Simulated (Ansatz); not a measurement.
# Li on W(110): change of the work function, part 2 of 3

Aim: the work function of W(110) at several coverages of Li (hollow site), and the dipole that each adsorbate carries.

Ansatz 0.2.0; plane-wave DFT, PBE, Ansatz PAW.

So far, work function, upper face (eV): step 2 (the clean slab) 4.84.

### Step 3. The covered slab, k-mesh 6×6×1, coverage 0.25 ML

System of this step: LiW16 (Li/W(110)). The cell holds 17 atoms: 16 W and 1 Li. Cell: a = 5.473 Å, b = 5.473 Å, c = 27.271 Å, α = 90.0°, β = 90.0°, γ = 70.5°. Vacuum lies along c.

The clean slab as it ended is repeated in the plane and the adsorbate is set on one face; the cell's size fixes the coverage, and the k-mesh shrinks with it to keep the sampling density about even. Adsorbate and upper layers relax, since the dipole depends on the height.

File input.yaml:

```yaml
crystal:
  lattice:
    - [4.468914857, -3.16, 0.0]
    - [4.468914857, 3.16, 0.0]
    - [0.0, 0.0, 27.2706338538]
  atoms:
    - { symbol: W, position: [0.0, 0.0, 0.3300253323] }
    - { symbol: W, position: [0.25, 0.25, 0.4119617274] }
    - { symbol: W, position: [0.0, 0.0, 0.495287083] }
    - { symbol: W, position: [0.25, 0.25, 0.5756727792] }
    - { symbol: W, position: [0.0, 0.5, 0.3300253323] }
    - { symbol: W, position: [0.25, 0.75, 0.4119617274] }
    - { symbol: W, position: [0.0, 0.5, 0.495287083] }
    - { symbol: W, position: [0.25, 0.75, 0.5756727792] }
    - { symbol: W, position: [0.5, 0.0, 0.3300253323] }
    - { symbol: W, position: [0.75, 0.25, 0.4119617274] }
    - { symbol: W, position: [0.5, 0.0, 0.495287083] }
    - { symbol: W, position: [0.75, 0.25, 0.5756727792] }
    - { symbol: W, position: [0.5, 0.5, 0.3300253323] }
    - { symbol: W, position: [0.75, 0.75, 0.4119617274] }
    - { symbol: W, position: [0.5, 0.5, 0.495287083] }
    - { symbol: W, position: [0.75, 0.75, 0.5756727792] }
    - { symbol: Li, position: [0.42, 0.42, 0.6699746677] }
kpoints:
  mp_grid: { grid: [6, 6, 1] }
hamiltonian:
  xc: pbe
scf:
  occupations: { method: fermi_dirac, width: 0.1 }
  convergence: { dr2_threshold: 1.0e-08 }
efield:
  axis: 3
  dipole_correction: true
  ramp_position: 0.97
  ramp_width: 0.06
relax:
  f_tol: 0.02
  max_steps: 60
  constraints: [{ sites: [0, 1, 4, 5, 8, 9, 12, 13] }]
output:
  dos: { projected: true, e_range: [-8, 4] }
  write_potential: true
  write_density: true
  volumetric_format: npy
  elf: true
```

Run with:

```sh
> ansatz run input.yaml --threads 4 --pin off --max-ram 6144MiB --backend cpu --events-out ev --progress --plain --runs-dir out
```

Numbers of over 12 decimals in the logs are rounded to 6 here.

The log of the run:

```text
[...]
Crystal: 17 atoms, lattice volume = 770.219 Å³
Basis set: ecut = 420 eV, 15083 PW (Γ), exchange–correlation on 80×80×384 points (8 copies of the dense FFT grid, shifted against one another)
Bands: 137, of which v1, the nominal top of the filled ones, is band 114 counted from 1 (113 counted from 0)
Symmetry: 2 space group operations
[...]
k-points: 13 of 36 (time reversal used)
[...]
SCF iter   1: F=—  HF=-166351.570154 eV  |F-HF|=—  |Δ(HF+E_count)|=         —  Δρ=9.29e-3  dr2=1.52e1  ethr=1.77e-3  p=0.635 e·Å  D=1.49e-1 V/Å  ΔV_dip=-4.07 eV  dr2_dipole=7.23e0  V_vac-E_F(+/−)=1.16/5.23 eV  ⟨swp⟩=10.1  Hψ=9252  notcnv=0
[...]
SCF iter  10: F=-166351.154033 eV  HF=-166351.154033 eV  |F-HF|=5.82e-11  |Δ(HF+E_count)|=   2.05e-8  Δρ=7.09e-7  dr2=9.46e-9  ethr=4.41e-12  p=0.454 e·Å  D=1.07e-1 V/Å  ΔV_dip=-2.91 eV  dr2_dipole=3.94e-10  V_vac-E_F(+/−)=1.98/4.89 eV  ⟨swp⟩=13.8  Hψ=14106  notcnv=0
SCF 1 converged in 10 iterations: F = -166351.154033 eV  dr2 = 9.46e-9
[...]
relax step   1: F+E_penalty+E_count = -166351.15403350 eV  Δ(F+E_penalty+E_count) = +0.000e0 eV  max|allowed force component| = 6.167e-1 eV/Å  Δτ_max = 0.0000 Å  (10 SCF iters, accepted)
[...]
SCF iter   1: F=—  HF=-166351.262354 eV  |F-HF|=—  |Δ(HF+E_count)|=         —  Δρ=3.56e-3  dr2=5.89e-1  ethr=2.00e-4  p=0.454 e·Å  D=1.07e-1 V/Å  ΔV_dip=-2.91 eV  dr2_dipole=1.99e-1  V_vac-E_F(+/−)=2.00/4.91 eV  ⟨swp⟩=1.9  Hψ=5588  notcnv=0
[...]
eigensolver tolerance schedule calibrated: the retry pair's looser diagonalisation under-reported the residual by θ = 0.23 (0.19/decade); ethr = c·dr2/N_el runs at the constant in force after the calibration composes with the one it found (an armed cap, an earlier calibration), c = 2.7e-2
[...]
SCF iter   2: F=—  HF=-166351.241538 eV  |F-HF|=—  |Δ(HF+E_count)|=   2.08e-2  Δρ=1.85e-3  dr2=9.58e-2  ethr=6.93e-5  p=0.416 e·Å  D=9.77e-2 V/Å  ΔV_dip=-2.67 eV  dr2_dipole=1.85e-3  V_vac-E_F(+/−)=2.22/4.89 eV  ⟨swp⟩=3.0  Hψ=3766  notcnv=0
[...]
SCF iter  10: F=-166351.228116 eV  HF=-166351.228116 eV  |F-HF|=5.33e-9  |Δ(HF+E_count)|=   3.41e-9  Δρ=2.68e-7  dr2=1.54e-9  ethr=1.18e-12  p=0.402 e·Å  D=9.45e-2 V/Å  ΔV_dip=-2.58 eV  dr2_dipole=9.61e-11  V_vac-E_F(+/−)=2.31/4.89 eV  ⟨swp⟩=12.2  Hψ=13403  notcnv=0
SCF 2 converged in 10 iterations: F = -166351.228116 eV  dr2 = 1.54e-9
relax step   2: F+E_penalty+E_count = -166351.22811595 eV  Δ(F+E_penalty+E_count) = -7.408e-2 eV  max|allowed force component| = 5.492e-1 eV/Å  Δτ_max = 0.1949 Å  (10 SCF iters, accepted)
SCF iter   1: F=—  HF=-166351.277752 eV  |F-HF|=—  |Δ(HF+E_count)|=         —  Δρ=2.09e-3  dr2=1.28e-1  ethr=1.99e-3  p=0.402 e·Å  D=9.45e-2 V/Å  ΔV_dip=-2.58 eV  dr2_dipole=1.61e-2  V_vac-E_F(+/−)=2.32/4.90 eV  ⟨swp⟩=3.9  Hψ=3154  notcnv=0
[...]
SCF iter   9: F=-166351.276894 eV  HF=-166351.276894 eV  |F-HF|=8.76e-9  |Δ(HF+E_count)|=   2.90e-8  Δρ=7.26e-7  dr2=7.04e-9  ethr=4.41e-12  p=0.384 e·Å  D=9.03e-2 V/Å  ΔV_dip=-2.46 eV  dr2_dipole=4.77e-10  V_vac-E_F(+/−)=2.42/4.89 eV  ⟨swp⟩=12.8  Hψ=14173  notcnv=0
SCF 3 converged in 9 iterations: F = -166351.276894 eV  dr2 = 7.04e-9
relax step   3: F+E_penalty+E_count = -166351.27689413 eV  Δ(F+E_penalty+E_count) = -4.878e-2 eV  max|allowed force component| = 1.176e-1 eV/Å  Δτ_max = 0.1865 Å  (9 SCF iters, accepted)
[...]
relax step   4: F+E_penalty+E_count = -166351.29704284 eV  Δ(F+E_penalty+E_count) = -2.015e-2 eV  max|allowed force component| = 6.659e-2 eV/Å  Δτ_max = 0.2000 Å  (9 SCF iters, accepted)
[...]
relax step   5: F+E_penalty+E_count = -166351.30691967 eV  Δ(F+E_penalty+E_count) = -9.877e-3 eV  max|allowed force component| = 2.266e-2 eV/Å  Δτ_max = 0.2000 Å  (9 SCF iters, accepted)
[...]
relax step   6: F+E_penalty+E_count = -166351.30793725 eV  Δ(F+E_penalty+E_count) = -1.018e-3 eV  max|allowed force component| = 2.218e-2 eV/Å  Δτ_max = 0.1156 Å  (8 SCF iters, accepted)
SCF iter   1: F=—  HF=-166351.307420 eV  |F-HF|=—  |Δ(HF+E_count)|=         —  Δρ=2.54e-4  dr2=3.39e-4  ethr=1.25e-6  p=0.379 e·Å  D=8.91e-2 V/Å  ΔV_dip=-2.43 eV  dr2_dipole=9.05e-9  V_vac-E_F(+/−)=2.46/4.88 eV  ⟨swp⟩=3.3  Hψ=3974  notcnv=0
[...]
SCF iter   7: F=-166351.308074 eV  HF=-166351.308074 eV  |F-HF|=3.20e-9  |Δ(HF+E_count)|=   1.12e-8  Δρ=2.68e-7  dr2=9.12e-10  ethr=4.41e-12  p=0.379 e·Å  D=8.91e-2 V/Å  ΔV_dip=-2.43 eV  dr2_dipole=2.81e-11  V_vac-E_F(+/−)=2.46/4.88 eV  ⟨swp⟩=12.5  Hψ=13727  notcnv=0
SCF 7 converged in 7 iterations: F = -166351.308074 eV  dr2 = 9.12e-10
relax step   7: F+E_penalty+E_count = -166351.30807425 eV  Δ(F+E_penalty+E_count) = -1.370e-4 eV  max|allowed force component| = 1.148e-2 eV/Å  Δτ_max = 0.0138 Å  (7 SCF iters, accepted)
NSCF: frozen V_eff on 13 k-points
[...]
SCF converged after 7 iterations
Free energy (F): -166351.308074 eV
[...]
Internal energy: -166350.900724 eV  (E = F + TS)
E sigma→0 (E₀):  -166351.104399 eV
Entropy (-TS):   -0.407350 eV (-23.962 meV/atom)
Fermi energy:    5.159951 eV
Dipole field:    D = 0.089094 V/Å  (p = 0.379229 e·Å, saw-weighted, corrected)
Work function:   Φ+ = 2.4553 eV   Φ− = 4.8850 eV
[...]
--- Forces (eV/Å), atoms counted from 1 ---
  atom   1  W      0.00013675    -0.00000000     0.38047296
  atom   2  W     -0.00218527     0.00000000    -0.34450955
  atom   3  W      0.00014959     0.00000000    -0.00774770
  atom   4  W     -0.00267787     0.00000000     0.00590022
  atom   5  W      0.00014009    -0.00027437     0.36139016
  atom   6  W     -0.00371490    -0.03877816    -0.39357981
  atom   7  W      0.00537747    -0.01147804     0.00254329
  atom   8  W     -0.00071016     0.00413701    -0.00162292
  atom   9  W      0.00014009     0.00027437     0.36139016
  atom  10  W     -0.00371490     0.03877816    -0.39357981
  atom  11  W      0.00537747     0.01147804     0.00254329
  atom  12  W     -0.00071016    -0.00413701    -0.00162292
  atom  13  W      0.00028033    -0.00000000     0.37399198
  atom  14  W     -0.00515067     0.00000000    -0.34594674
  atom  15  W      0.01061903    -0.00000000    -0.00114311
  atom  16  W     -0.00212262    -0.00000000    -0.00158467
  atom  17  Li    -0.00123537     0.00000000     0.00310135
  max |Σ_I F_I| component: 3.84e-6 eV/Å
--- Band table (eV; the first three rows and the last of 13) ---
  k-point 0: bands = [... 110 lower, 5.6775, 5.8063, 5.8148, 5.8785, 6.0351, 6.2282, 6.2715, 6.7096, ... 19 higher]
  k-point 1: bands = [... 110 lower, 5.1813, 5.3543, 5.4384, 5.5994, 6.1596, 6.2190, 6.3661, 6.4911, ... 19 higher]
  k-point 2: bands = [... 110 lower, 4.6610, 4.7484, 5.0501, 5.1424, 5.3670, 5.5983, 5.8396, 6.1123, ... 19 higher]
  k-point 12: bands = [... 110 lower, 4.3967, 4.3974, 4.4757, 4.6196, 4.6418, 4.7713, 4.8064, 5.2443, ... 19 higher]
--- Relaxed structure (7 steps of the walk, 7 accepted, 0 SCFs on fresh bases) ---
  F+E_penalty+E_count = -166351.30807425 eV   max|allowed force component| = 1.148e-2 eV/Å
  atoms:
    - { symbol: W, position: [0.0, 0.0, 0.330025] }
    - { symbol: W, position: [0.25, 0.25, 0.411962] }
    - { symbol: W, position: [-6.836900285683229e-5, -6.836900285683227e-5, 0.494750] }
    - { symbol: W, position: [0.252023, 0.252023, 0.576907] }
    - { symbol: W, position: [-5.551115123125783e-17, 0.5, 0.330025] }
    - { symbol: W, position: [0.250000, 0.75, 0.411962] }
    - { symbol: W, position: [-0.000219041, 0.499978, 0.495130] }
    - { symbol: W, position: [0.245451, 0.754418, 0.575418] }
    - { symbol: W, position: [0.5, -5.551115123125783e-17, 0.330025] }
    - { symbol: W, position: [0.75, 0.250000, 0.411962] }
    - { symbol: W, position: [0.499978, -0.000219041, 0.495130] }
    - { symbol: W, position: [0.754418, 0.245451, 0.575418] }
    - { symbol: W, position: [0.5, 0.5, 0.330025] }
    - { symbol: W, position: [0.75, 0.75, 0.411962] }
    - { symbol: W, position: [0.499831, 0.499831, 0.495167] }
    - { symbol: W, position: [0.747884, 0.747884, 0.576928] }
    - { symbol: Li, position: [0.500357, 0.500357, 0.659299] }
```

Elapsed: 5.8 min, on 4 threads of Arm Neoverse V1, shared host; peak memory 2.9 GiB; 22 min of CPU time.

The steps of the relaxation:

```
step  energy less that of the first step (eV)  largest force component (eV/Å)
   1                                   0.0000                          0.6167
   2                                  -0.0741                          0.5492
   3                                  -0.1229                          0.1176
   4                                  -0.1430                          0.0666
   5                                  -0.1529                          0.0227
   6                                  -0.1539                          0.0222
   7                                  -0.1540                          0.0115
```

The run keeps the 2 symmetry operations that it works with, so distortions that break them were not tested.

The atoms that moved most (Å):

```
atom      dx      dy      dz  length
Li17   0.718   0.000  -0.291   0.775
 W16  -0.019   0.000   0.034   0.039
  W4   0.018   0.000   0.034   0.038
  W8  -0.001   0.028  -0.007   0.029
 W12  -0.001  -0.028  -0.007   0.029
  W3  -0.001   0.000  -0.015   0.015
```

Final coordinates:

```xyz
17
Lattice="4.4689 -3.1600 0.0000 4.4689 3.1600 0.0000 0.0000 0.0000 27.2706" Properties=species:S:1:pos:R:3
W     0.0000    0.0000    9.0000
W     2.2345    0.0000   11.2345
W    -0.0006    0.0000   13.4921
W     2.2525    0.0000   15.7326
W     2.2345    1.5800    9.0000
W     4.4689    1.5800   11.2345
W     2.2334    1.5806   13.5025
W     4.4683    1.6083   15.6920
W     2.2345   -1.5800    9.0000
W     4.4689   -1.5800   11.2345
W     2.2334   -1.5806   13.5025
W     4.4683   -1.6083   15.6920
W     4.4689    0.0000    9.0000
W     6.7034    0.0000   11.2345
W     4.4674    0.0000   13.5035
W     6.6845    0.0000   15.7332
Li    4.4721    0.0000   17.9795
```

This step gave:

```yaml
energy_at_zero_smearing: -166351.1044 eV
work_function_upper_face: 2.455 eV
work_function_lower_face: 4.885 eV
dipole_along_the_normal: 0.3792 e·Å
step_between_the_vacuum_levels: -2.430 eV
```

Running mean over 2.234 Å of the planar mean; the ramp of the sawtooth is left out. Electron's electrostatic potential energy less the Fermi level against z:

```
z (Å)  electron's electrostatic potential energy less the Fermi level (eV)
    4                                                                 4.88
    5                                                                 4.87
    6                                                                 4.74
    7                                                                 3.27
    8                                                                -5.75
    9                                                                -12.2
   10                                                                -12.6
   11                                                                -12.7
   12                                                                -12.5
   13                                                                -12.6
   14                                                                -12.8
   15                                                                -12.7
   16                                                                -11.5
   17                                                                -3.33
   18                                                                 1.81
   19                                                                 2.04
   20                                                                 2.39
   21                                                                 2.44
   22                                                                 2.45
   23                                                                 2.46
   24                                                                 2.46
```

The density of states has structure finer than the step of the table below, so its rows give means over 0.25 eV, whole bins alone (the curve runs from -8 to 1.89 eV). Peaks (eV: height): -3.100: 38.3, -2.950: 27.3, -2.830: 28.5, -2.740: 28.7, -2.650: 29.3, -1.980: 28.4, -1.470: 26.8.

The density of states by energy, zero at the Fermi level; means over each step:

energy (eV), density of states (states/eV a cell) and a bar:
```
    -7.75        0.9 
    -7.50        1.9 #
    -7.25        2.0 #
    -7.00        2.3 ##
    -6.75        2.1 ##
    -6.50        1.7 #
    -6.25        4.4 ####
    -6.00        5.3 ######
    -5.75       11.0 #############
    -5.50        8.2 #########
    -5.25       11.0 #############
    -5.00       11.5 #############
    -4.75       13.6 ################
    -4.50       20.3 #########################
    -4.25       12.7 ###############
    -4.00       12.2 ##############
    -3.75        8.5 ##########
    -3.50        8.2 #########
    -3.25       19.8 ########################
    -3.00       23.6 #############################
    -2.75       24.6 ##############################
    -2.50       20.3 #########################
    -2.25       20.0 ########################
    -2.00       22.1 ###########################
    -1.75       21.7 ##########################
    -1.50       22.7 ############################
    -1.25       14.7 #################
    -1.00       14.1 #################
    -0.75       10.7 ############
    -0.50       13.2 ################
    -0.25       10.1 ############
     0.00       12.8 ###############
     0.25       12.1 ##############
     0.50       13.6 ################
     0.75       13.8 ################
     1.00       16.9 ####################
     1.25       18.4 ######################
     1.50       19.5 ########################
     1.75       19.5 ########################
```

Projected DOS per atom over height of the atomic layer and energy from the Fermi level. Layers: W4 W4 W4 W4 Li from below.

Values in states/eV, 22 rows by 5 columns, each cell a mean:
```
1.08 1.24 1.17 1.02 0.44
1.13 1.08 1.03 1.06 0.28
1.07 0.66 0.63 0.96 0.18
0.93 0.51 0.53 0.90 0.17
0.81 0.42 0.42 0.88 0.13
1.00 0.43 0.48 0.89 0.14
1.21 0.43 0.47 1.08 0.18
1.66 0.87 0.86 1.54 0.26
1.46 1.05 1.07 1.68 0.26
1.29 1.13 1.11 1.36 0.09
1.37 1.51 1.46 1.38 0.04
0.76 1.45 1.48 0.86 0.01
0.54 0.59 0.59 0.56 0.00
0.75 0.83 0.81 0.73 0.01
0.89 1.26 1.25 0.91 0.02
0.48 0.91 0.92 0.49 0.03
0.39 0.83 0.84 0.40 0.02
0.29 0.50 0.51 0.30 0.02
0.11 0.21 0.21 0.11 0.01
0.11 0.17 0.16 0.12 0.01
0.09 0.16 0.16 0.09 0.01
0.03 0.09 0.09 0.03 0.00
```
Columns: height of the atomic layer (Å) from 9 to 18.0; rows upwards: energy from the Fermi level (eV) from -7.96 to 1.84.

Electrostatic potential energy in the ca plane at fractional y = 0.500, with atoms of W and Li within 0.2 Å of it. With pseudopotentials it is smooth inside the atoms' cores, unlike the true potential.

Ten even steps from '0' (-58 eV) to '9' (9 eV), each cell a mean:
```
00268999997300048999999999999999999999999999
22589999998632378999999999999999999999999999
77899988999877789998999999999999999999999999
88999988999988899998999999999999999999999999
77899988999876789998999999999999999999999999
22579999998632368999999987789999999999999999
00268999997300048999999864578999999999999999
00168999997200038999999863478999999999999999
00379999998410258999999976689999999999999999
55789988999754689999999998899999999999999999
88899988999988899998999999999999999999999999
88899988999988899998999999999999999999999999
45689988998754589998999999999999999999999999
00379999998410158999999999999999999999999999
00168999997200048999999999999999999999999999
```
Columns run along c (16.0 Å, from fractional 0.32 to 0.91 of the cell; values clipped at the 3rd and 97th percentile), rows up along a (5.5 Å). Atoms in or near the plane, at fractional coordinates: W at (0.33, 0.00), W at (0.50, 0.00), W at (0.33, 0.50), W at (0.50, 0.50), Li at (0.66, 0.50).

Valence density in the ca plane at fractional y = 0.500, with atoms of W and Li within 0.2 Å of it. It is the smooth field of the valence electrons, not physical close to the nuclei.

Ten steps, logarithmic in the rise over the least value, from '0' (0.0 e/Å³) to '9' (6.8 e/Å³), each cell a mean:
```
99854333334799974333322110000000000000000000
88643333334578753333332110000000000000000000
55433344333455443334332110000000000000000000
44333344333344433344432210000000000000000000
55433344333455543334332211000000000000000000
88643333334678753333332224300000000000000000
99854333334799974333322269820000000000000000
99864333334899974333322279930000000000000000
99753333334689864333332246510000000000000000
66543333333467643333332211100000000000000000
44433344333344433344332211000000000000000000
44433344333344433344432110000000000000000000
76543333333467643334332110000000000000000000
99753333334789864333322110000000000000000000
99864333335899974333322100000000000000000000
```
Columns run along c (16.0 Å, from fractional 0.32 to 0.91 of the cell), rows up along a (5.5 Å). Atoms in or near the plane, at fractional coordinates: W at (0.33, 0.00), W at (0.50, 0.00), W at (0.33, 0.50), W at (0.50, 0.50), Li at (0.66, 0.50).

ELF in the ca plane at fractional y = 0.500, with atoms of W and Li within 0.2 Å of it. It is the smooth field of the valence electrons, not physical close to the nuclei.

Ten even steps from '0' (0.00 × 1e-1) to '9' (9.80 × 1e-1), each cell a mean:
```
45633433442554642443344433211000000000000000
66424433442366523433344443321000000000000000
33234433444233224433445554421100000000000000
33344433444433344433456654221100000000000000
33234433443233324433456531000000000000000000
66424433442366523433455302200000000000000000
44633433442553642443455139940000000000000000
12633433442641552443454149960000000000000000
66524433442466632433345215610000000000000000
54324433443245323433456410000000000000000000
33344433444333334433456652111000000000000000
33344433444333334433455655321100000000000000
54324433443245323433345544321100000000000000
66524433442466632433344443211000000000000000
12633433442641552443444432210000000000000000
```
Columns run along c (16.0 Å, from fractional 0.32 to 0.91 of the cell), rows up along a (5.5 Å). Atoms in or near the plane, at fractional coordinates: W at (0.33, 0.00), W at (0.50, 0.00), W at (0.33, 0.50), W at (0.50, 0.50), Li at (0.66, 0.50).

The relaxation took 7 steps and lowered the energy by 0.15 eV; the largest force on the free atoms ends at 0.011 eV/Å.

By hand: a sheet of dipoles makes a step −p/(ε₀A) in the electron's potential. With e/ε₀ = 180.95 V·Å, p = 0.3792 e·Å and A = 28.24 Å², that is −180.95 × (0.3792) / 28.24 = -2.430 eV, and the two vacuum levels of the run differ by -2.430 eV.

The covered face has 2.46 eV, -2.39 eV against the clean one; the bare back face has moved by -0.01 eV, a measure of how thin the slab is.

(Continued in part 3 of 3.)

[Logs are printed without paths, hosts, clocks, repeated set-up lines and the standing remarks that a program may print on its own settings, such as how far it seeks lower states.]

[Hosts, paths, dates, database ids (printed as entryN), source tags and the programs' standing remarks are cut or masked in the printed files.]

[Maps of the electrostatic potential energy from Ansatz leave out the sawtooth potential of an applied field or a dipole correction, so their vacuum need not be flat; planar profiles and work functions include it.]
